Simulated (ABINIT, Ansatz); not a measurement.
# Quasiparticle gap of YScB2O6 (R-3) in ABINIT, part 2 of 3

How does a plane-wave GW calculation on YScB2O6 (R-3) run from the first input to the gap?

ABINIT 10.8.3; LDA and many-body steps on it, plane waves. Known limits of the many-body steps: not at the basis limit; no spin-orbit coupling; coarse k mesh.

So far. Step 2 (Ground state): The gap is direct, at (0.500, 0.500, 0.000).

## Step 3: Bands along the symmetry lines

Level of this step: DFT, LDA, plane waves, norm-conserving pseudopotentials (ABINIT).

Levels along a band path, at the cheap level, show where the edges lie and whether the meshes to come will hold them.

Input file run.abi:

```
acell 3*1.0 Angstrom
rprim 
  2.455259121368 1.417544514628 5.373024847406
  -2.455259121368 1.417544514628 5.373024847406
  0.000000000000 -2.835089029328 5.373024847387
ntypat 4
znucl 39 21 5 8
natom 10
typat 1 2 3 3 4 4 4 4 4 4
xred 
  0.500000000000 0.500000000000 0.500000000000
  0.000000000000 0.000000000000 0.000000000000
  0.255007000000 0.255007000000 0.255007000000
  0.744993000000 0.744993000000 0.744993000000
  0.233543000000 0.545880000000 0.981547000000
  0.981547000000 0.233543000000 0.545880000000
  0.545880000000 0.981547000000 0.233543000000
  0.018453000000 0.766457000000 0.454120000000
  0.454120000000 0.018453000000 0.766457000000
  0.766457000000 0.454120000000 0.018453000000
pp_dirpath "pseudos"
pseudos "Y.upf, Sc.upf, B.upf, O.upf"
ecut 36
iscf -2
irdden 1
kptopt 0
nkpt 31
kpt 
  0.00000000 0.00000000 0.00000000
  0.12500000 0.12500000 0.12500000
  0.25000000 0.25000000 0.25000000
  0.37500000 0.37500000 0.37500000
  0.50000000 0.50000000 0.50000000
  0.57173262 0.42826738 0.50000000
  0.64346525 0.35653475 0.50000000
  0.71519787 0.28480213 0.50000000
  0.78693050 0.21306950 0.50000000
  0.50000000 -0.21306950 0.21306950
  0.50000000 -0.15980212 0.15980212
  0.50000000 -0.10653475 0.10653475
  0.50000000 -0.05326738 0.05326738
  0.50000000 0.00000000 0.00000000
  0.37500000 0.00000000 0.00000000
  0.25000000 0.00000000 0.00000000
  0.12500000 0.00000000 0.00000000
  0.00000000 0.00000000 0.00000000
  0.08913369 -0.08913369 0.00000000
  0.17826738 -0.17826738 0.00000000
  0.26740106 -0.26740106 0.00000000
  0.35653475 -0.35653475 0.00000000
  0.64346525 0.00000000 0.35653475
  0.60759894 0.00000000 0.39240106
  0.57173262 0.00000000 0.42826738
  0.53586631 0.00000000 0.46413369
  0.50000000 0.00000000 0.50000000
  0.37500000 0.00000000 0.37500000
  0.25000000 0.00000000 0.25000000
  0.12500000 0.00000000 0.12500000
  0.00000000 0.00000000 0.00000000
istwfk *1
nband 39
nbdbuf 2
tolwfr 1e-08
nstep 40
prtwf 0
prtvol 0
indata_prefix "in"
outdata_prefix "out"
tmpdata_prefix "tmp"
```

On the command line:

```console
> OMP_NUM_THREADS=1 mpirun -n 4 abinit run.abi > log
```

Numbers of over 12 decimals in the logs are rounded to 6 here.

The program printed:

```text
.Version 10.8.3 of ABINIT. v10.8.2 released Aug 2026.

 Symmetries : space group R-3 (#148); Bravais hR (rhombohedral)
[... echo of the input left out ...]
== DATASET  1 ==================================================================
-   mpi_nproc: 4, omp_nthreads: 1 (-1 if OMP is not activated)

--- !DatasetInfo
iteration_state: {dtset: 1, }
dimensions: {natom: 10, nkpt: 31, mband: 39, nsppol: 1, nspinor: 1, nspden: 1, mpw: 7863, }
cutoff_energies: {ecut:  36.0, pawecutdg:  -1.0, }
electrons: {nelect:   6.40000000E+01, charge:   0.00000000E+00, occopt:   1.00000000E+00, tsmear:   1.00000000E-02, }

 Real(R)+Recip(G) space primitive vectors, cartesian coordinates (Bohr,Bohr^-1):
 R(1)=  4.6397673  2.6787709 10.1535454  G(1)=  0.1077640  0.0622176  0.0328293
 R(2)= -4.6397673  2.6787709 10.1535454  G(2)= -0.1077640  0.0622176  0.0328293
 R(3)=  0.0000000 -5.3575418 10.1535454  G(3)=  0.0000000 -0.1244352  0.0328293
 Unit cell volume ucvol=  7.5718280E+02 bohr^3
 Angles (23,13,12)=  4.76757032E+01  4.76757032E+01  4.76757032E+01 degrees

 getcut: wavevector=  0.0000  0.0000  0.0000  ngfft=  64  64  64
         ecut(hartree)=     36.000   => boxcut(ratio)=   2.06454

--- Pseudopotential description ------------------------------------------------
- Y Generated using ONCVPSP code by D. R. Hamann
- 39.00000  11.00000  180309                  znucl, zion, pspdat
12 -1012 2 -1 1724                            pspcod,pspxc,lmax,lloc,mmax
     nproj     2     2     2
  pspatm : epsatm=   18.49213021
         --- l  ekb(1:nproj) -->
             0   10.120424    0.869710
             1    5.584292    0.424948
             2    1.196176    0.310479
 pspatm: atomic psp has been read  and splines computed

- Sc Generated using ONCVPSP code by D. R. Hamann
- 21.00000  11.00000  180309                  znucl, zion, pspdat
12 -1012 2 -1 1622                            pspcod,pspxc,lmax,lloc,mmax
     nproj     2     2     2
  pspatm : epsatm=   13.66101860
         --- l  ekb(1:nproj) -->
[...]
pspatm: atomic psp has been read  and splines computed

- B Generated using ONCVPSP code by D. R. Hamann
-  5.00000   3.00000  180309                  znucl, zion, pspdat
12 -1012 1 -1 1498                            pspcod,pspxc,lmax,lloc,mmax
     nproj     2     2     0
  pspatm : epsatm=    3.19369156
         --- l  ekb(1:nproj) -->
[...]
pspatm: atomic psp has been read  and splines computed

- O Generated using ONCVPSP code by D. R. Hamann
-  8.00000   6.00000  201201                  znucl, zion, pspdat
12 -1012 2 -1 926                             pspcod,pspxc,lmax,lloc,mmax
     nproj     2     2     1
  pspatm : epsatm=    6.27558587
         --- l  ekb(1:nproj) -->
[...]
2   -1.033686
 pspatm: atomic psp has been read  and splines computed

[...]
iteration_state: {dtset: 1, }
comment   : Summary of ground state results
lattice_vectors:
- [  4.6397673,   2.6787709,  10.1535454, ]
- [ -4.6397673,   2.6787709,  10.1535454, ]
- [  0.0000000,  -5.3575418,  10.1535454, ]
lattice_lengths: [  11.48032,   11.48032,   11.48032, ]
lattice_angles: [ 47.676,  47.676,  47.676, ] # degrees, (23, 13, 12)
lattice_volume:   7.5718280E+02
convergence: {deltae:  0.000E+00, res2:  0.000E+00, residm:  1.000E-08, diffor:  0.000E+00, }
etotal    :  -1.94853521E+02
entropy   :   0.00000000E+00
fermie    :   1.24673816E-01
cartesian_stress_tensor: null
pressure_GPa: null
xred      :
- [  5.0000E-01,   5.0000E-01,   5.0000E-01,  Y]
- [  0.0000E+00,   0.0000E+00,   0.0000E+00, Sc]
- [  2.5501E-01,   2.5501E-01,   2.5501E-01,  B]
- [  7.4499E-01,   7.4499E-01,   7.4499E-01,  B]
- [  2.3354E-01,   5.4588E-01,   9.8155E-01,  O]
- [  9.8155E-01,   2.3354E-01,   5.4588E-01,  O]
- [  5.4588E-01,   9.8155E-01,   2.3354E-01,  O]
- [  1.8453E-02,   7.6646E-01,   4.5412E-01,  O]
- [  4.5412E-01,   1.8453E-02,   7.6646E-01,  O]
- [  7.6646E-01,   4.5412E-01,   1.8453E-02,  O]
cartesian_forces: null
force_length_stats: {min: null, max: null, mean: null, }

 Integrated electronic density in atomic spheres:
 ------------------------------------------------
 Atom  Sphere_radius  Integrated_density
[...]
================================================================================

 ----iterations are completed or convergence reached----

 Mean square residual over all n,k,spin=   69.666E-10; max=  99.997E-10
 reduced coordinates (array xred) for   10 atoms
[...]
0.454120000000      0.018453000000      0.766457000000
       0.766457000000      0.454120000000      0.018453000000

 cartesian coordinates (angstrom) at end:
    1      0.000000    -3.6e-11     8.059537
    2      0.000000     0.000000     0.000000
    3     -0.000000    -1.836e-11     4.110477
[...]
9      1.069675    -1.503081     6.657339
   10      0.766868     1.677906     6.657339
 length scales=  1.889726125908  1.889726125908  1.889726125908 bohr
              =  1.000000000000  1.000000000000  1.000000000000 angstroms
 prteigrs : about to open file out_EIG
 Eigenvalues (hartree) for nkpt=  31  k points:
 kpt#   1, nband= 39, wtk=  1.00000, kpt=  0.0000  0.0000  0.0000 (reduced coord)
[...]
kpt#   2, nband= 39, wtk=  1.00000, kpt=  0.1250  0.1250  0.1250 (reduced coord)
[...]
kpt#   3, nband= 39, wtk=  1.00000, kpt=  0.2500  0.2500  0.2500 (reduced coord)
[...]
kpt#  30, nband= 39, wtk=  1.00000, kpt=  0.1250  0.0000  0.1250 (reduced coord)
[...]
0.30101    0.30412    0.30695    0.33018    0.34175    0.34364    0.36723
 kpt#  31, nband= 39, wtk=  1.00000, kpt=  0.0000  0.0000  0.0000 (reduced coord)
[...]
-0.06305   -0.05949   -0.05949   -0.03389   -0.03389    0.03133    0.03133    0.03758
   0.07923    0.07986    0.07986    0.08720    0.08720    0.11153    0.11540    0.11540
   0.30289    0.30289    0.30578    0.33328    0.33978    0.33978    0.36238

== END DATASET(S) ==============================================================
================================================================================

 -outvars: echo values of variables after computation  --------
            nband          39
             nkpt          31
          spgroup         148
 [... the other variables as echoed above ...]

 Calculation completed.
```

Run time: 3.3 min. Hardware: 4 MPI ranks of Arm Neoverse N1, shared host; peak memory 0.51 GiB; 13 min of CPU time.

This step gave:

| Property | Result |
| --- | --- |
| gap | 4.393 eV |
| k of the valence top | 0.5, 0, 0.5 |
| k of the conduction bottom | 0.5, 0, 0.5 |
| least direct gap | 4.393 eV |

The gap is 4.393 eV, as in the run before at this level.

Electronic bands along the path, in eV, zero at the top of the highest filled band:

```csv
point,band 29,band 30,band 31,band 32,band 33,band 34,band 35,band 36
Γ,-1.02,-0.36,-0.25,-0.25,4.85,4.85,4.93,5.68
halfway,-0.87,-0.54,-0.39,-0.39,4.90,4.90,4.94,5.96
T,-0.66,-0.66,-0.62,-0.62,4.95,4.96,4.96,5.81
halfway,-0.95,-0.83,-0.47,-0.41,4.77,4.85,5.04,5.70
H2,-1.01,-0.93,-0.20,-0.16,4.63,4.74,4.99,5.66
jump to H0,-1.01,-0.93,-0.20,-0.16,4.63,4.74,4.99,5.66
halfway,-0.95,-0.89,-0.22,-0.18,4.72,4.80,4.99,5.62
L,-1.11,-1.10,-0.29,-0.23,4.69,4.97,5.10,5.60
halfway,-0.94,-0.70,-0.36,-0.27,4.75,4.91,5.01,5.47
Γ,-1.02,-0.36,-0.25,-0.25,4.85,4.85,4.93,5.68
halfway,-0.93,-0.75,-0.36,-0.22,4.68,4.91,5.00,5.32
S0,-0.96,-0.86,-0.25,-0.12,4.62,4.76,4.96,5.59
jump to S2,-0.96,-0.86,-0.25,-0.12,4.62,4.76,4.96,5.59
halfway,-0.94,-0.86,-0.49,-0.03,4.46,4.82,5.00,5.26
F,-0.93,-0.86,-0.64,0.00,4.39,4.84,5.03,5.12
halfway,-1.00,-0.58,-0.43,-0.35,4.66,4.91,5.01,5.28
Γ,-1.02,-0.36,-0.25,-0.25,4.85,4.85,4.93,5.68
```

## Step 4: Empty states on the mesh, 2×2×2 mesh, 95 bands

The sums over transitions need many empty states on a uniform mesh; this step solves for them.

Input file run.abi:

```
acell 3*1.0 Angstrom
rprim 
  2.455259121368 1.417544514628 5.373024847406
  -2.455259121368 1.417544514628 5.373024847406
  0.000000000000 -2.835089029328 5.373024847387
ntypat 4
znucl 39 21 5 8
natom 10
typat 1 2 3 3 4 4 4 4 4 4
xred 
  0.500000000000 0.500000000000 0.500000000000
  0.000000000000 0.000000000000 0.000000000000
  0.255007000000 0.255007000000 0.255007000000
  0.744993000000 0.744993000000 0.744993000000
  0.233543000000 0.545880000000 0.981547000000
  0.981547000000 0.233543000000 0.545880000000
  0.545880000000 0.981547000000 0.233543000000
  0.018453000000 0.766457000000 0.454120000000
  0.454120000000 0.018453000000 0.766457000000
  0.766457000000 0.454120000000 0.018453000000
pp_dirpath "pseudos"
pseudos "Y.upf, Sc.upf, B.upf, O.upf"
ecut 36
ngkpt 2 2 2
nshiftk 1
shiftk 0 0 0
kptopt 1
chksymbreak 0
iscf -2
irdden 1
istwfk *1
nband 95
nbdbuf 8
tolwfr 1e-09
nstep 60
prtvol 0
indata_prefix "in"
outdata_prefix "out"
tmpdata_prefix "tmp"
```

The program printed:

```text
.Version 10.8.3 of ABINIT. v10.8.2 released Aug 2026.

 Symmetries : space group R-3 (#148); Bravais hR (rhombohedral)
[... echo of the input left out ...]
== DATASET  1 ==================================================================
-   mpi_nproc: 4, omp_nthreads: 1 (-1 if OMP is not activated)

--- !DatasetInfo
iteration_state: {dtset: 1, }
dimensions: {natom: 10, nkpt: 4, mband: 95, nsppol: 1, nspinor: 1, nspden: 1, mpw: 7863, }
cutoff_energies: {ecut:  36.0, pawecutdg:  -1.0, }
electrons: {nelect:   6.40000000E+01, charge:   0.00000000E+00, occopt:   1.00000000E+00, tsmear:   1.00000000E-02, }

 Real(R)+Recip(G) space primitive vectors, cartesian coordinates (Bohr,Bohr^-1):
 R(1)=  4.6397673  2.6787709 10.1535454  G(1)=  0.1077640  0.0622176  0.0328293
 R(2)= -4.6397673  2.6787709 10.1535454  G(2)= -0.1077640  0.0622176  0.0328293
 R(3)=  0.0000000 -5.3575418 10.1535454  G(3)=  0.0000000 -0.1244352  0.0328293
 Unit cell volume ucvol=  7.5718280E+02 bohr^3
 Angles (23,13,12)=  4.76757032E+01  4.76757032E+01  4.76757032E+01 degrees

 getcut: wavevector=  0.0000  0.0000  0.0000  ngfft=  64  64  64
         ecut(hartree)=     36.000   => boxcut(ratio)=   2.06454

--- Pseudopotential description ------------------------------------------------
- Y Generated using ONCVPSP code by D. R. Hamann
- 39.00000  11.00000  180309                  znucl, zion, pspdat
12 -1012 2 -1 1724                            pspcod,pspxc,lmax,lloc,mmax
     nproj     2     2     2
  pspatm : epsatm=   18.49213021
         --- l  ekb(1:nproj) -->
             0   10.120424    0.869710
             1    5.584292    0.424948
             2    1.196176    0.310479
 pspatm: atomic psp has been read  and splines computed

- Sc Generated using ONCVPSP code by D. R. Hamann
- 21.00000  11.00000  180309                  znucl, zion, pspdat
12 -1012 2 -1 1622                            pspcod,pspxc,lmax,lloc,mmax
     nproj     2     2     2
  pspatm : epsatm=   13.66101860
         --- l  ekb(1:nproj) -->
[...]
pspatm: atomic psp has been read  and splines computed

- B Generated using ONCVPSP code by D. R. Hamann
-  5.00000   3.00000  180309                  znucl, zion, pspdat
12 -1012 1 -1 1498                            pspcod,pspxc,lmax,lloc,mmax
     nproj     2     2     0
  pspatm : epsatm=    3.19369156
         --- l  ekb(1:nproj) -->
[...]
pspatm: atomic psp has been read  and splines computed

- O Generated using ONCVPSP code by D. R. Hamann
-  8.00000   6.00000  201201                  znucl, zion, pspdat
12 -1012 2 -1 926                             pspcod,pspxc,lmax,lloc,mmax
     nproj     2     2     1
  pspatm : epsatm=    6.27558587
         --- l  ekb(1:nproj) -->
[...]
2   -1.033686
 pspatm: atomic psp has been read  and splines computed

[...]
-6.2310E-01 -6.2310E-01 -5.4964E-01 -5.1264E-01 -4.8869E-01 -4.8869E-01
 -4.6666E-01 -4.6666E-01 -7.6921E-02 -7.5950E-02 -6.3053E-02 -5.9492E-02
[...]
1.1547E+00  1.1547E+00  1.1600E+00  1.1977E+00  1.1977E+00  1.2005E+00
  1.2180E+00  1.2180E+00  1.2443E+00  1.2549E+00  1.2549E+00  1.2583E+00
  1.2583E+00  1.2925E+00  1.2925E+00  1.3226E+00  1.3355E+00
 prteigrs : prtvol=0 or 1, do not print more k-points.

--- !ResultsGS
iteration_state: {dtset: 1, }
comment   : Summary of ground state results
lattice_vectors:
- [  4.6397673,   2.6787709,  10.1535454, ]
- [ -4.6397673,   2.6787709,  10.1535454, ]
- [  0.0000000,  -5.3575418,  10.1535454, ]
lattice_lengths: [  11.48032,   11.48032,   11.48032, ]
lattice_angles: [ 47.676,  47.676,  47.676, ] # degrees, (23, 13, 12)
lattice_volume:   7.5718280E+02
convergence: {deltae:  0.000E+00, res2:  0.000E+00, residm:  9.999E-10, diffor:  0.000E+00, }
etotal    :  -1.94853521E+02
entropy   :   0.00000000E+00
fermie    :   1.24673816E-01
cartesian_stress_tensor: null
pressure_GPa: null
xred      :
- [  5.0000E-01,   5.0000E-01,   5.0000E-01,  Y]
- [  0.0000E+00,   0.0000E+00,   0.0000E+00, Sc]
- [  2.5501E-01,   2.5501E-01,   2.5501E-01,  B]
- [  7.4499E-01,   7.4499E-01,   7.4499E-01,  B]
- [  2.3354E-01,   5.4588E-01,   9.8155E-01,  O]
- [  9.8155E-01,   2.3354E-01,   5.4588E-01,  O]
- [  5.4588E-01,   9.8155E-01,   2.3354E-01,  O]
- [  1.8453E-02,   7.6646E-01,   4.5412E-01,  O]
- [  4.5412E-01,   1.8453E-02,   7.6646E-01,  O]
- [  7.6646E-01,   4.5412E-01,   1.8453E-02,  O]
cartesian_forces: null
force_length_stats: {min: null, max: null, mean: null, }

 Integrated electronic density in atomic spheres:
 ------------------------------------------------
 Atom  Sphere_radius  Integrated_density
[...]
================================================================================

 ----iterations are completed or convergence reached----

 Mean square residual over all n,k,spin=   49.315E-11; max=  99.994E-11
 reduced coordinates (array xred) for   10 atoms
[...]
0.454120000000      0.018453000000      0.766457000000
       0.766457000000      0.454120000000      0.018453000000

 cartesian coordinates (angstrom) at end:
    1      0.000000    -3.6e-11     8.059537
    2      0.000000     0.000000     0.000000
    3     -0.000000    -1.836e-11     4.110477
[...]
9      1.069675    -1.503081     6.657339
   10      0.766868     1.677906     6.657339
 length scales=  1.889726125908  1.889726125908  1.889726125908 bohr
              =  1.000000000000  1.000000000000  1.000000000000 angstroms
 prteigrs : about to open file out_EIG
 Eigenvalues (hartree) for nkpt=   4  k points:
 kpt#   1, nband= 95, wtk=  0.12500, kpt=  0.0000  0.0000  0.0000 (reduced coord)
[...]
1.04471    1.05068    1.05068    1.07211    1.15328    1.15328    1.15467    1.15467
   1.16001    1.19771    1.19771    1.20053    1.21798    1.21798    1.24431    1.25489
   1.25489    1.25834    1.25834    1.29249    1.29249    1.32259    1.33549
 prteigrs : prtvol=0 or 1, do not print more k-points.

== END DATASET(S) ==============================================================
================================================================================

 -outvars: echo values of variables after computation  --------
            nband          95
             nkpt           4
          spgroup         148
 [... the other variables as echoed above ...]

 Calculation completed.
```

The job ended after 53 s (4 MPI ranks; peak memory 0.43 GiB).

This step gave:

* gap: 4.393 eV
* k of the valence top: 0.5, 0.5, 0
* k of the conduction bottom: 0.5, 0.5, 0
* least direct gap: 4.393 eV
* k points computed: 4
* lowest point of the top converged band, above the valence top: 30.11 eV

On this mesh the gap is 4.393 eV.

## Step 5: Screening, 2×2×2 mesh, 87 bands, screening to 98 eV

The RPA dielectric matrix is built and inverted for each q.

This step: RPA screening on LDA, plane waves, norm-conserving pseudopotentials.

Changes to run.abi since step 4:

```diff
@@ -28,10 +28,11 @@
 chksymbreak 0
-iscf -2
-irdden 1
 istwfk *1
-nband 95
-nbdbuf 8
-tolwfr 1e-09
-nstep 60
-prtvol 0
+occopt 1
+irdwfk 1
+optdriver 3
+nband 87
+ecuteps 3.6
+inclvkb 2
+awtr 1
+symchi 1
 indata_prefix "in"
```

The program printed:

```text
.Version 10.8.3 of ABINIT. v10.8.2 released Aug 2026.

 Symmetries : space group R-3 (#148); Bravais hR (rhombohedral)
[... echo of the input left out ...]
== DATASET  1 ==================================================================
-   mpi_nproc: 4, omp_nthreads: 1 (-1 if OMP is not activated)

--- !DatasetInfo
iteration_state: {dtset: 1, }
dimensions: {natom: 10, nkpt: 4, mband: 87, nsppol: 1, nspinor: 1, nspden: 1, mpw: 7863, }
cutoff_energies: {ecut:  36.0, pawecutdg:  -1.0, }
electrons: {nelect:   6.40000000E+01, charge:   0.00000000E+00, occopt:   1.00000000E+00, tsmear:   1.00000000E-02, }

 SCREENING: Calculation of the susceptibility and dielectric matrices

 Based on a program developped by R.W. Godby, V. Olevano, G. Onida, and L. Reining.
 Incorporated in ABINIT by V. Olevano, G.-M. Rignanese, and M. Torrent.
.Using double precision arithmetic ; gwpc =  8

[... cell and pseudopotentials left out ...]
--------------------------------------------------------------------------------

 ==== K-mesh for the wavefunctions ====
 Number of points in the irreducible wedge :     4
[... list of points left out ...]
 Together with  6 symmetry operations and time-reversal symmetry
 yields     8 points in the full Brillouin Zone.

 ==== Q-mesh for the screening function ====
 Number of points in the irreducible wedge :     4
[... list of points left out ...]
 Together with  6 symmetry operations and time-reversal symmetry
 yields     8 points in the full Brillouin Zone.

 setmesh: FFT mesh size selected  =    45x   45x   45
          total number of points  =        91125

 vcoul_init : cutoff-mode = AUXILIARY_FUNCTION
 q-points for optical limit:   1
     1)      0.000010    0.000020    0.000030

- screening: taking advantage of time-reversal symmetry
- Maximum band index for partially occupied states nbvw = 32
- Remaining bands to be divided among processors   nbcw = 55
- Number of bands treated by each node ~13

 Number of electrons calculated from density =   64.0000; Expected =   64.0000
 average of density, n =  0.084524
 r_s =    1.4135
 omega_plasma =   28.0443 [eV]

 calculating chi0 at frequencies [eV] :
  1    0.000000E+00    0.000000E+00
  2    0.000000E+00    2.804434E+01

--------------------------------------------------------------------------------
  q-point number  1        q = ( 0.000000, 0.000000, 0.000000) [r.l.u.]
--------------------------------------------------------------------------------
[... chi0 elements left out ...]
 For q-point:  0.000010 0.000020 0.000030
  dielectric constant =   3.5089
  dielectric constant without local fields =   3.7389

  Average fulfillment of the sum rule on Im[epsilon] for q-point    1 :     36.90  [%]
[... wings left out ...]
  q-point number  2        q = ( 0.500000, 0.000000, 0.000000) [r.l.u.]
--------------------------------------------------------------------------------
[... chi0 elements left out ...]
  Average fulfillment of the sum rule on Im[epsilon] for q-point    2 :     44.47  [%]

 [... 2 further q-points ...]
```

Elapsed: 67 s, on 4 MPI ranks; peak memory 1.8 GiB.

This step gave:

| Property | Result |
| --- | --- |
| ε∞ with local fields, on this mesh, along the program's q direction | 3.509 |
| the same without local fields | 3.739 |
| plasma frequency | 28.04 eV |
| plane waves in the screening matrix | 243 |

Local fields lower ε∞ by 6 %. On a Γ-centred mesh this coarse the value itself is usually too large, while a short band sum pulls it down.

(Part 2 of 3 ends here.)

[Paths, hosts, dates, memory and timing lines, banners, echoed tables and standing remarks are left out of the program output.]

[Logs are printed without paths, hosts, clocks, repeated set-up lines and the standing remarks that a program may print on its own settings, such as how far it seeks lower states.]

[Runs of the session that timed out or met a known fault of the program may be left out.]

[Hosts, paths, dates, database ids (printed as entryN), source tags and the programs' standing remarks are cut or masked in the printed files.]

[G0W0 gaps are taken among the corrected bands and points alone; a level outside them can change the order at an edge.]

[Where Ansatz stands beside ABINIT at settings called matched, ABINIT's density can come from a denser mesh and the files from another edition; pairs whose starting gaps differed by over 0.03 eV were left out, so agreement reads better than it is.]
